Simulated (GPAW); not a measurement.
# The Zn K excitation threshold of ZnSe (Stilleite, F-43m) under uniform strain

For each volume the threshold was computed as E(hole) − E(ground) plus the lowest empty eigenvalue of the hole cell (GPAW, PBE, 8-atom cell, total energies on 3×3×3 k points, the eigenvalue on 4×4×4, hole spin-paired). The values are raw, 31 eV above the value with the free atom's term for the hole's spin taken off; only their change is used. The threshold is the spectrum's zero, where absorption may be weak, not the visible edge.

| volume | ln(V/V₀) | threshold (eV) |
| --- | --- | --- |
| V × 0.94 | -0.06188 | 9691.661 |
| V × 0.97 | -0.03046 | 9691.476 |
| V × 1 | +0.00000 | 9691.306 |
| V × 1.03 | +0.02956 | ? |
| V × 1.06 | +0.05827 | 9691.003 |

**Question.** Fit a straight line in ln(V/V₀), give its slope, and predict the threshold at V × 1.03.

The means of the given rows are x̄ = -0.00852 and Ē = 9691.362 eV. Σ(x − x̄)(E − Ē) = -0.04291 and Σ(x − x̄)² = 0.007862, so the slope is -5.46 eV, and the line passes the given rows within 0.009 eV. At x = +0.02956 it gives 9691.362 + (-5.46) × (+0.03808) = 9691.154 eV. The run gives 9691.148 eV, a miss of +0.006 eV over a total move of -0.658 eV. The slope is the clamped-ion volume deformation potential of the lowest empty level of the hole cell on this mesh (the hole may pull it below the band edge) against the Zn 1s level, with the hole's relaxation included: the threshold falls by 0.055 eV for 1 % of expansion. The charged cell's image error also scales with the cell's size and isn't taken out.

[Hosts, paths, dates, database ids (printed as entryN), source tags and the programs' standing remarks are cut or masked in the printed files.]

[Lists of maxima count a maximum above −3 eV only where it reaches 4 % of the highest in the window and stands out from its surroundings by 2 % of it (1.5 % where it reaches 55 %); shoulders and weaker maxima are passed over, and of the rest the first, up to two pre-edge ones and the few strongest are named.]
